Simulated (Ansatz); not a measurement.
## Lattice dynamics of Ta (Im-3m, 1 atom in the cell)

Aim: the vibrations of Ta (Im-3m, 1 atom in the cell), their spectra, and whether the structure is stable.

Program: Ansatz 0.2.0. Level of theory: DFT PBEsol, scalar-relativistic, plane waves, PAW. Results are calculated unless marked as measured.

### Step 1. The starting structure

It takes space group Im-3m (No. 229, cubic). Conventional cell: a = 3.303 Å, b = 3.303 Å, c = 3.303 Å, α = 90.00°, β = 90.00°, γ = 90.00°. Ta has 8 Ta at 2.86 Å nearest.

Coordinates:

```cif
data_structure
_symmetry_space_group_name_H-M 'Im-3m'
_symmetry_Int_Tables_number 229
_cell_length_a 3.3026
_cell_length_b 3.3026
_cell_length_c 3.3026
_cell_angle_alpha 90.000
_cell_angle_beta 90.000
_cell_angle_gamma 90.000
_cell_volume 36.02
loop_
_atom_site_label
_atom_site_type_symbol
_atom_site_symmetry_multiplicity
_atom_site_Wyckoff_symbol
_atom_site_fract_x
_atom_site_fract_y
_atom_site_fract_z
_atom_site_occupancy
Ta1 Ta 2 a 0.00000 0.00000 0.00000 1
```

### Step 2. Relaxation

Harmonic phonons are second derivatives at a point where the forces vanish, and they are wanted at zero stress, so atoms and cell are relaxed first.

The input, input.yaml:

```yaml
crystal:
  lattice:
    - [-1.65128, 1.65128, 1.65128]
    - [1.65128, -1.65128, 1.65128]
    - [1.65128, 1.65128, -1.65128]
  atoms:
    - { symbol: Ta, position: [0.0, 0.0, 0.0] }
kpoints:
  mp_grid: { grid: [18, 18, 18] }
hamiltonian:
  xc: pbesol
scf:
  occupations: { method: gaussian, width: 0.1 }
output:
  forces: true
  stress: true
  eigenvalues: true
  write_density: true
  write_potential: true
  elf: true
  volumetric_format: npy
relax:
  adjacent_minimum: "off"
  f_tol: 0.005
  max_steps: 80
  cell: { stress_tol: 0.05 }
```

The run is started by

```console
$ ansatz run input.yaml --threads 4 --pin off --max-ram 7168MiB --backend cpu --events-out ev --progress --plain --runs-dir out
```

Numbers of over 12 decimals in the logs are rounded to 6 here.

What it wrote:

```text
Engine: ansatz 0.2.0, aarch64-unknown-linux-gnu
Pseudopotentials: kind: paw
Pseudopotential: Ta, paw, valence charge 13, recommended cutoff 420 eV (normal), Ta.paw.azcp
Functional definition: PBEsol
  exchange = pbesol_x
  correlation = pbesol_c
Crystal: 1 atoms, lattice volume = 18.010 Å³
Basis set: ecut = 420 eV, 369 PW (Γ), exchange–correlation on 40×40×40 points (8 copies of the dense FFT grid, shifted against one another)
Bands: 11, of which v1, the nominal top of the filled ones, is band 7 counted from 1 (6 counted from 0)
Symmetry: 48 space group operations
Space group: Im-3m (ITA 229), of the structure as read, at distance tolerance 2.6e-5 Å
k-points: 195 of 5832
Non-local potential: Ta, projectors of the file, l = 0: 3, l = 1: 2, l = 2: 2, l = 3: 1
PAW form: soft (Blöchl's): semilocal exchange-correlation on the pseudo side does not see the compensation charge
PAW frozen core: Ta, regenerated for the run's functional, and the local potential with it (the file was generated under x = pbe(κ = 0.804, μ = 0.219515), c = pbe(β = 0.066725))
PAW one-centre angular grid: Ta, 590 points (default); XC on 64 Gauss nodes
Initial density: superposition of atomic densities (neutral atoms: chi_scale 0, normalization atom), corrected by the library's trained network
Initial wavefunctions: pseudopotential atomic-orbital guess
Functional: x = pbesol(κ = 0.804, μ = 0.123457), c = pbesol(β = 0.046)
SCF iter   1: F=—  HF=-9806.499001 eV  |F-HF|=—  |Δ(HF+E_count)|=         —  Δρ=2.18e-3  dr2=2.26e-4  ethr=1.77e-3  ⟨swp⟩=5.1  Hψ=12048  notcnv=0
preconditioner: auto → none  [metal: Δε(μ)=0.008 eV  Ē_g=8.309 eV  σ=0.100 eV  W_gap=0.04  n_scr=0 (ndim 8)  ℏωp=19.6 eV  f_vac=0.000  D(μ)=1.22/eV (n_scr^D=12)]
SCF iter   2: F=—  HF=-9806.498782 eV  |F-HF|=—  |Δ(HF+E_count)|=   2.19e-4  Δρ=1.01e-3  dr2=4.50e-5  ethr=1.74e-6  ⟨swp⟩=2.1  Hψ=4665  notcnv=0
SCF iter   3: F=—  HF=-9806.498821 eV  |F-HF|=—  |Δ(HF+E_count)|=   3.90e-5  Δρ=1.47e-4  dr2=1.18e-6  ethr=3.46e-7  ⟨swp⟩=1.1  Hψ=2125  notcnv=0
iter 4 did not close the SCF: its close was put off for the readings that it lacked (scf_convergence_deferred on its scf_iter line)
SCF iter   4: F=-9806.498821 eV  HF=-9806.498821 eV  |F-HF|=3.10e-8  |Δ(HF+E_count)|=   1.08e-7  Δρ=3.37e-5  dr2=6.50e-8  ethr=9.06e-9  ⟨swp⟩=2.8  Hψ=3373  notcnv=0
iter 5 did not close the SCF: its close was put off for the readings that it lacked (scf_convergence_deferred on its scf_iter line)
SCF iter   5: F=-9806.498821 eV  HF=-9806.498821 eV  |F-HF|=6.27e-9  |Δ(HF+E_count)|=   2.00e-8  Δρ=1.69e-5  dr2=1.33e-8  ethr=5.00e-10  ⟨swp⟩=1.2  Hψ=2194  notcnv=0
SCF iter   6: F=-9806.498821 eV  HF=-9806.498821 eV  |F-HF|=2.91e-10  |Δ(HF+E_count)|=   5.18e-9  Δρ=3.39e-6  dr2=6.47e-10  ethr=1.02e-10  ⟨swp⟩=6.0  Hψ=10954  notcnv=0
SCF 1 converged in 6 iterations: F = -9806.498821 eV  dr2 = 6.47e-10
  greatest PAW one-centre occupation: 1.000 electrons in one spin orbital (limit 2), on the Ta atom at site 0 (counted from 0), in its partial waves of l = 0
relax step   1: F+E_penalty+E_count = -9806.49882120 eV  Δ(F+E_penalty+E_count) = +0.000e0 eV  max|allowed force component| = 0.000e0 eV/Å  Δτ_max = 0.0000 Å  P = -4.002 GPa  Ω = 18.010 Å³  (6 SCF iters, dr2 threshold 1.00e-7 eV, accepted)
Crystal: 1 atoms, lattice volume = 16.624 Å³
Basis set: ecut = 420 eV, 321 PW (Γ), exchange–correlation on 40×40×40 points (8 copies of the dense FFT grid, shifted against one another)
Initial density: handed on by an earlier stage of this run
Initial wavefunctions: those handed on with the density
iter 1 solved again at ethr=3.49e-6 eV; its pass at ethr=3.10e-3 eV (dr2=4.53e-4 eV) is discarded
SCF iter   1: F=—  HF=-9806.460473 eV  |F-HF|=—  |Δ(HF+E_count)|=         —  Δρ=2.08e-3  dr2=4.54e-4  ethr=3.49e-6  ⟨swp⟩=1.5  Hψ=16565  notcnv=0
preconditioner: auto → none  [metal: Δε(μ)=0.017 eV  Ē_g=9.002 eV  σ=0.100 eV  W_gap=0.10  n_scr=0 (ndim 8)  ℏωp=20.4 eV  f_vac=0.000  D(μ)=1.11/eV (n_scr^D=12)]
SCF iter   2: F=—  HF=-9806.460804 eV  |F-HF|=—  |Δ(HF+E_count)|=   3.32e-4  Δρ=7.90e-4  dr2=3.19e-5  ethr=3.49e-6  ⟨swp⟩=2.5  Hψ=2998  notcnv=0
SCF iter   3: F=—  HF=-9806.460964 eV  |F-HF|=—  |Δ(HF+E_count)|=   1.59e-4  Δρ=1.50e-4  dr2=8.19e-7  ethr=2.45e-7  ⟨swp⟩=2.0  Hψ=2635  notcnv=0
SCF iter   4: F=-9806.460971 eV  HF=-9806.460971 eV  |F-HF|=4.20e-10  |Δ(HF+E_count)|=   7.39e-6  Δρ=4.70e-6  dr2=1.47e-9  ethr=7.69e-10  ⟨swp⟩=9.7  Hψ=14642  notcnv=0
SCF 2 converged in 4 iterations: F = -9806.460971 eV  dr2 = 1.47e-9
relax step   2: F+E_penalty+E_count = -9806.46097101 eV  Δ(F+E_penalty+E_count) = +3.785e-2 eV  max|allowed force component| = 0.000e0 eV/Å  Δτ_max = 0.0000 Å  P = +14.111 GPa  Ω = 16.624 Å³  energy of the carried Pulay correction = +4.639e-4 eV  (4 SCF iters, dr2 threshold 1.00e-7 eV, rejected (line search))
Crystal: 1 atoms, lattice volume = 17.685 Å³
iter 1 solved again at ethr=2.77e-6 eV; its pass at ethr=3.10e-3 eV (dr2=3.60e-4 eV) is discarded
SCF iter   1: F=—  HF=-9806.503135 eV  |F-HF|=—  |Δ(HF+E_count)|=         —  Δρ=1.59e-3  dr2=2.92e-4  ethr=2.77e-6  ⟨swp⟩=2.3  Hψ=16483  notcnv=0
preconditioner: auto → none  [metal: Δε(μ)=0.002 eV  Ē_g=8.470 eV  σ=0.100 eV  W_gap=0.01  n_scr=0 (ndim 8)  ℏωp=19.7 eV  f_vac=0.000  D(μ)=1.19/eV (n_scr^D=12)]
SCF iter   2: F=—  HF=-9806.503337 eV  |F-HF|=—  |Δ(HF+E_count)|=   2.02e-4  Δρ=6.00e-4  dr2=1.89e-5  ethr=2.25e-6  ⟨swp⟩=2.7  Hψ=3112  notcnv=0
SCF iter   3: F=—  HF=-9806.503433 eV  |F-HF|=—  |Δ(HF+E_count)|=   9.69e-5  Δρ=1.25e-4  dr2=6.46e-7  ethr=1.45e-7  ⟨swp⟩=2.0  Hψ=2639  notcnv=0
SCF iter   4: F=—  HF=-9806.503441 eV  |F-HF|=—  |Δ(HF+E_count)|=   7.70e-6  Δρ=4.08e-6  dr2=1.26e-9  ethr=4.97e-9  ⟨swp⟩=2.2  Hψ=3194  notcnv=0
SCF iter   5: F=—  HF=-9806.503441 eV  |F-HF|=—  |Δ(HF+E_count)|=  1.82e-10  Δρ=4.79e-7  dr2=1.72e-11  ethr=9.73e-12  ⟨swp⟩=2.0  Hψ=3174  notcnv=0
SCF iter   6: F=-9806.503441 eV  HF=-9806.503441 eV  |F-HF|=3.64e-12  |Δ(HF+E_count)|=  1.64e-11  Δρ=2.45e-8  dr2=6.19e-14  ethr=1.00e-12  ⟨swp⟩=5.0  Hψ=7371  notcnv=0
SCF 3 converged in 6 iterations: F = -9806.503441 eV  dr2 = 6.19e-14
relax step   3: F+E_penalty+E_count = -9806.50344115 eV  Δ(F+E_penalty+E_count) = -4.620e-3 eV  max|allowed force component| = 0.000e0 eV/Å  Δτ_max = 0.0000 Å  P = -0.385 GPa  Ω = 17.685 Å³  energy of the carried Pulay correction = +1.058e-4 eV  (6 SCF iters, accepted)
[...]
relax step   4: F+E_penalty+E_count = -9806.50349142 eV  Δ(F+E_penalty+E_count) = -5.027e-5 eV  max|allowed force component| = 0.000e0 eV/Å  Δτ_max = 0.0000 Å  P = -0.006 GPa  Ω = 17.652 Å³  energy of the carried Pulay correction = +1.164e-4 eV  (2 SCF iters, dr2 threshold 1.00e-7 eV, accepted)
Initial wavefunctions: pseudopotential atomic-orbital guess (no wavefunctions were taken with the density)
iter 1 solved again at ethr=4.79e-8 eV; its pass at ethr=3.10e-3 eV (dr2=6.23e-6 eV) is discarded
SCF iter   1: F=—  HF=-9806.503381 eV  |F-HF|=—  |Δ(HF+E_count)|=         —  Δρ=2.45e-5  dr2=2.56e-8  ethr=4.79e-8  ⟨swp⟩=3.1  Hψ=17993  notcnv=0
SCF iter   2: F=—  HF=-9806.503382 eV  |F-HF|=—  |Δ(HF+E_count)|=   1.05e-6  Δρ=1.17e-5  dr2=3.66e-9  ethr=1.97e-10  ⟨swp⟩=2.5  Hψ=3179  notcnv=0
SCF iter   3: F=—  HF=-9806.503382 eV  |F-HF|=—  |Δ(HF+E_count)|=   2.28e-8  Δρ=1.16e-6  dr2=1.16e-10  ethr=2.82e-11  ⟨swp⟩=2.8  Hψ=3525  notcnv=0
SCF iter   4: F=-9806.503382 eV  HF=-9806.503382 eV  |F-HF|=9.09e-12  |Δ(HF+E_count)|=  1.24e-10  Δρ=1.76e-7  dr2=1.38e-12  ethr=1.00e-12  ⟨swp⟩=6.6  Hψ=9876  notcnv=0
SCF 5 converged in 4 iterations: F = -9806.503382 eV  dr2 = 1.38e-12
relax step   5: F+E_penalty+E_count = -9806.50338218 eV  Δ(F+E_penalty+E_count) = +1.092e-4 eV  max|allowed force component| = 0.000e0 eV/Å  Δτ_max = 0.0000 Å  P = -0.015 GPa  Ω = 17.652 Å³  stress off target by 1.50e-2 GPa  SCF on the basis re-selected at this cell (its energy is not comparable with the rows above)  (4 SCF iters)
basis re-selected at this cell: Δ(F+E_penalty+E_count) = +1.092e-4 eV, ΔP = -0.009 GPa vs the last step (what re-selecting the basis moved, of the pressure what is left beyond the Pulay correction that the steps carried, after the strain that the cell walked since its last selection, with what the two solves' SCF thresholds leave and, on support functions, any second-order correction that the steps lacked; it is no measure of the basis error at this ecutwfc). This SCF's stress stands 1.50e-2 GPa from its target on what of the cell is left free (relax.cell.stress_tol is 5.00e-2 GPa) and its largest allowed force component is 0.00e0 eV/Å (relax.f_tol is 5.00e-3 eV/Å): [rest of the remark cut]
SCF converged after 4 iterations
Free energy (F): -9806.503382 eV
Harris-Foulkes:  -9806.503382 eV  (|F-HF|=9.09e-12)
Internal energy: -9806.497433 eV  (E = F + TS)
E sigma→0 (E₀):  -9806.500408 eV
Entropy (-TS):   -0.005949 eV (-5.949 meV/atom)
Fermi energy:    18.909773 eV
--- Per-component energies (eV) ---
  E_band       = -99.473050
  E_kinetic    = 366.763266
  E_local      = -538.580829  (includes V_loc(G=0)·N_el)
  E_nonlocal   = 17.807784
  E_hartree    = 186.979702
  E_xc         = -217.172230
  E_vxc        = -204.059837  (∫ρ·V_xc dr)
  E_paw        = -8272.689099  (= ΣΔE_a)
  E_vpaw       = -115.362970  (= ΣTr[D̂ρ^β])
  E_aug_tail   = 0.000137  (compensation charges beyond the density's cutoff)
  E_ewald      = -1349.819810
  E_core_change = 0.213646  (= ΣΔE_core)
  E_smearing   = -0.005949  (= −TS)
  E_closure    = 0.000000  (closes the sum)
  Σ components = -9806.503382   (vs F -9806.503382, Δ=0.00e0)
--- Forces (eV/Å), atoms counted from 1 ---
  atom   1  Ta    -0.00000000    -0.00000000     0.00000000
  max |Σ_I F_I| component: 1.64e-32 eV/Å
--- Stress (GPa, compression-positive) ---
       -0.015025      -0.000000       0.000000
        0.000000      -0.015025      -0.000000
       -0.000000      -0.000000      -0.015025
  P = ⅓ Tr σ = -0.0150 GPa (-0.150 kbar)
--- Band table (eV; the first three rows and the last of 195) ---
  k-point 0: bands = [... 3 lower, -14.0032, 10.9151, 19.6212, 19.6212, 19.6212, 22.9628, 22.9628, 33.6170]
  k-point 1: bands = [... 3 lower, -14.0035, 11.0566, 19.5281, 19.5956, 19.7606, 22.8071, 22.9626, 33.7468]
  k-point 2: bands = [... 3 lower, -14.0042, 11.4660, 19.2719, 19.4862, 20.1745, 22.4834, 22.9701, 34.0777]
  k-point 194: bands = [... 3 lower, -14.8810, 14.9663, 14.9663, 25.9125, 25.9125, 25.9125, 27.6938, 27.6938]
--- Relaxed structure (4 steps of the walk, 3 accepted, 1 SCFs on fresh bases) ---
  F+E_penalty+E_count = -9806.50338218 eV   max|allowed force component| = 0.000e0 eV/Å   (the final SCF, on the basis selected at the relaxed cell)
  cell:  # Å, volume = 17.6522 Å³
    - [-1.640260, 1.640260, 1.640260]
    - [1.640260, -1.640260, 1.640260]
    - [1.640260, 1.640260, -1.640260]
  atoms:
    - { symbol: Ta, position: [0.0, 0.0, 0.0] }
```

Run time: 3.8 s. Hardware: 4 threads of Arm Neoverse V1, shared host; peak memory 0.33 GiB; 13 s of CPU time.

Relaxation path:

```csv
step,energy less that of the first step (eV),largest force component (eV/Å),pressure (GPa),volume (Å³)
1,0.0000,0.0000,-4.00,18.01
2,0.0378,0.0000,14.11,16.62
3,-0.0046,0.0000,-0.38,17.68
4,-0.0047,0.0000,-0.01,17.65
5*,-0.0046,0.0000,-0.02,17.65
```

Relaxation steps marked * repeat the geometry before them on a plane-wave basis chosen anew for their cell, so energy and pressure can jump there. Relaxation step 2 was tried and not accepted.

```csv
"conventional cell, symmetrised",before,after,change
a (Å),3.303,3.281,-0.7 %
b (Å),3.303,3.281,-0.7 %
c (Å),3.303,3.281,-0.7 %
volume (Å³/atom),18.01,17.65,-2.0 %
```

The relaxed structure:

```xyz
1
Lattice="-1.6403 1.6403 1.6403 1.6403 -1.6403 1.6403 1.6403 1.6403 -1.6403" Properties=species:S:1:pos:R:3 pbc="T T T"
Ta    0.0000    0.0000    0.0000
```

Numbers from this step:

```
pressure          : -0.01503 GPa
volume per atom   : 17.65 Å³
gap on the k-mesh : 0 eV
```

ELF in the ac plane of the conventional cell at fractional y = 0.000, with atoms of Ta within 0.2 Å of it. It is the smooth field of the valence electrons, not physical close to the nuclei.

Values, 14 rows by 14 columns, each cell a mean:
```
0.26 0.45 0.66 0.55 0.27 0.20 0.33 0.40 0.29 0.19 0.34 0.62 0.64 0.41
0.58 0.64 0.65 0.47 0.25 0.25 0.39 0.45 0.36 0.22 0.27 0.54 0.69 0.64
0.64 0.60 0.49 0.31 0.25 0.34 0.47 0.51 0.44 0.30 0.24 0.36 0.54 0.62
0.36 0.33 0.27 0.25 0.32 0.43 0.50 0.52 0.49 0.40 0.29 0.24 0.27 0.34
0.18 0.20 0.24 0.33 0.41 0.47 0.49 0.49 0.49 0.46 0.40 0.30 0.22 0.19
0.27 0.30 0.38 0.46 0.49 0.48 0.45 0.43 0.45 0.49 0.49 0.44 0.36 0.29
0.38 0.41 0.47 0.52 0.52 0.47 0.42 0.40 0.43 0.49 0.52 0.51 0.45 0.40
0.30 0.34 0.42 0.48 0.50 0.48 0.43 0.42 0.45 0.49 0.50 0.47 0.39 0.33
0.18 0.21 0.28 0.37 0.45 0.48 0.48 0.47 0.48 0.47 0.43 0.34 0.25 0.20
0.28 0.25 0.23 0.26 0.35 0.45 0.50 0.52 0.49 0.41 0.32 0.25 0.25 0.27
0.58 0.53 0.41 0.27 0.26 0.37 0.48 0.52 0.46 0.33 0.25 0.31 0.47 0.55
0.65 0.68 0.62 0.41 0.23 0.28 0.42 0.47 0.38 0.24 0.27 0.49 0.65 0.66
0.35 0.54 0.68 0.53 0.25 0.21 0.34 0.41 0.30 0.20 0.33 0.60 0.64 0.45
0.09 0.35 0.65 0.58 0.28 0.18 0.30 0.38 0.27 0.18 0.36 0.64 0.58 0.26
```
Columns run along a (3.3 Å), rows up along c (3.3 Å), edges of the conventional cell, whose origin can differ from the input's. Atoms in or near the plane, at fractional coordinates: Ta at (0.00, 0.00).

Valence density in the ac plane of the conventional cell at fractional y = 0.000, with atoms of Ta within 0.2 Å of it. It is the smooth field of the valence electrons, not physical close to the nuclei.

Values in e/Å³, 14 rows by 14 columns, each cell a mean:
```
4.0 4.4 3.7 1.9 0.7 0.3 0.2 0.2 0.2 0.4 0.9 2.4 4.1 4.3
4.3 4.0 2.8 1.3 0.5 0.3 0.2 0.2 0.2 0.3 0.7 1.7 3.3 4.1
2.7 2.3 1.4 0.7 0.4 0.3 0.2 0.2 0.2 0.3 0.4 0.9 1.7 2.4
1.0 0.9 0.6 0.4 0.3 0.3 0.2 0.2 0.2 0.3 0.3 0.4 0.7 0.9
0.4 0.4 0.3 0.3 0.3 0.2 0.2 0.2 0.2 0.2 0.3 0.3 0.3 0.4
0.2 0.2 0.2 0.2 0.2 0.2 0.2 0.2 0.2 0.2 0.2 0.2 0.2 0.2
0.2 0.2 0.2 0.2 0.2 0.2 0.2 0.2 0.2 0.2 0.2 0.2 0.2 0.2
0.2 0.2 0.2 0.2 0.2 0.2 0.2 0.2 0.2 0.2 0.2 0.2 0.2 0.2
0.3 0.3 0.3 0.3 0.3 0.2 0.2 0.2 0.2 0.2 0.3 0.3 0.3 0.3
0.7 0.6 0.5 0.3 0.3 0.3 0.2 0.2 0.2 0.3 0.3 0.4 0.5 0.7
2.1 1.8 1.1 0.6 0.3 0.3 0.2 0.2 0.2 0.3 0.4 0.7 1.3 1.9
3.9 3.5 2.4 1.1 0.5 0.3 0.2 0.2 0.2 0.3 0.6 1.4 2.8 3.7
4.2 4.4 3.5 1.8 0.6 0.3 0.2 0.2 0.2 0.4 0.9 2.3 4.0 4.4
3.4 4.2 3.9 2.1 0.7 0.3 0.2 0.2 0.2 0.4 1.0 2.7 4.3 4.0
```
Columns run along a (3.3 Å), rows up along c (3.3 Å), edges of the conventional cell, whose origin can differ from the input's. Atoms in or near the plane, at fractional coordinates: Ta at (0.00, 0.00).

Electrostatic potential energy in the ac plane of the conventional cell at fractional y = 0.000, with atoms of Ta within 0.2 Å of it. With pseudopotentials it is smooth inside the atoms' cores, unlike the true potential.

Values in eV, 14 rows by 14 columns, each cell a mean:
```
-58 -53 -33 -12   4  15  19  20  18  12   0 -17 -41 -55
-46 -38 -21  -6   7  16  20  20  19  14   4 -10 -27 -41
-20 -16  -6   4  13  18  20  21  20  17  11   1 -10 -17
 -2   0   6  12  17  19  21  21  20  19  16  11   4   0
 11  12  15  17  19  20  21  21  21  20  19  17  14  12
 18  18  19  20  20  21  20  20  20  21  20  20  19  18
 20  20  21  21  21  21  20  20  20  21  21  21  20  20
 19  19  20  20  21  21  20  20  20  21  21  20  20  19
 14  15  17  19  20  20  21  21  21  20  19  18  16  15
  2   4   9  14  18  20  21  21  20  19  17  13   7   4
-15 -11  -2   7  14  19  20  21  20  17  12   4  -6 -12
-37 -30 -16  -2   9  17  20  21  19  15   6  -6 -21 -33
-57 -51 -30 -11   4  15  19  20  18  12   0 -16 -38 -53
-58 -57 -37 -15   2  14  19  20  18  11  -2 -20 -46 -58
```
Columns run along a (3.3 Å; values clipped at the 3rd and 97th percentile), rows up along c (3.3 Å), edges of the conventional cell, whose origin can differ from the input's. Atoms in or near the plane, at fractional coordinates: Ta at (0.00, 0.00).

In this step the volume went from 18.01 to 17.65 Å³/atom.

### Step 3. Tight relaxation

Phonons need a cell at rest on their own settings, so the relaxation is repeated with tight tolerances on forces and stress on the k mesh and occupations of the first response run.

The input, input.yaml:

```yaml
crystal:
  lattice:
    - [-1.6402597623, 1.6402597623, 1.6402597623]
    - [1.6402597623, -1.6402597623, 1.6402597623]
    - [1.6402597623, 1.6402597623, -1.6402597623]
  atoms:
    - { symbol: Ta, position: [0.0, 0.0, 0.0] }
kpoints:
  mp_grid: { grid: [20, 20, 20] }
hamiltonian:
  xc: pbesol
scf:
  occupations: { method: methfessel_paxton, width: 0.2 }
output:
  forces: true
  stress: true
  eigenvalues: true
relax:
  adjacent_minimum: "off"
  f_tol: 0.001
  max_steps: 60
  cell: { stress_tol: 0.01 }
```

What it wrote:

```text
[...]
Crystal: 1 atoms, lattice volume = 17.652 Å³
Basis set: ecut = 420 eV, 369 PW (Γ), exchange–correlation on 40×40×40 points (8 copies of the dense FFT grid, shifted against one another)
Bands: 11, of which v1, the nominal top of the filled ones, is band 7 counted from 1 (6 counted from 0)
Symmetry: 48 space group operations
[...]
k-points: 256 of 8000
[...]
k-point 255: bands = [... 3 lower, -14.9137, 14.9478, 14.9478, 25.8733, 25.8733, 25.8733, 27.6579, 27.6579]
--- Relaxed structure (3 steps of the walk, 2 accepted, 1 SCFs on fresh bases) ---
[...]
cell:  # Å, volume = 17.6723 Å³
    - [-1.640884, 1.640884, 1.640884]
    - [1.640884, -1.640884, 1.640884]
    - [1.640884, 1.640884, -1.640884]
  atoms:
    - { symbol: Ta, position: [0.0, 0.0, 0.0] }
[key lines of the parts left out:]
SCF converged after 4 iterations
Free energy (F): -9806.499169 eV
Fermi energy:    18.850459 eV
P = ⅓ Tr σ = -0.0003 GPa (-0.003 kbar)
```

Run time: 3.5 s. Hardware: 4 threads; peak memory 0.35 GiB.

Little changed from the start: no atom moved by 0.005 Å and no cell edge by 0.1 %.

Numbers from this step:

- pressure: -2.71e-4 GPa
- volume per atom: 17.67 Å³

The forces vanish by symmetry and the pressure is 0.000 GPa, within the tolerances set. The cell now holds 17.67 Å³/atom.

(Continued in part 2 of 2.)

[Logs are printed without paths, hosts, clocks, repeated set-up lines and the standing remarks that a program may print on its own settings, such as how far it seeks lower states.]

[Hosts, paths, dates, database ids (printed as entryN), source tags and the programs' standing remarks are cut or masked in the printed files.]
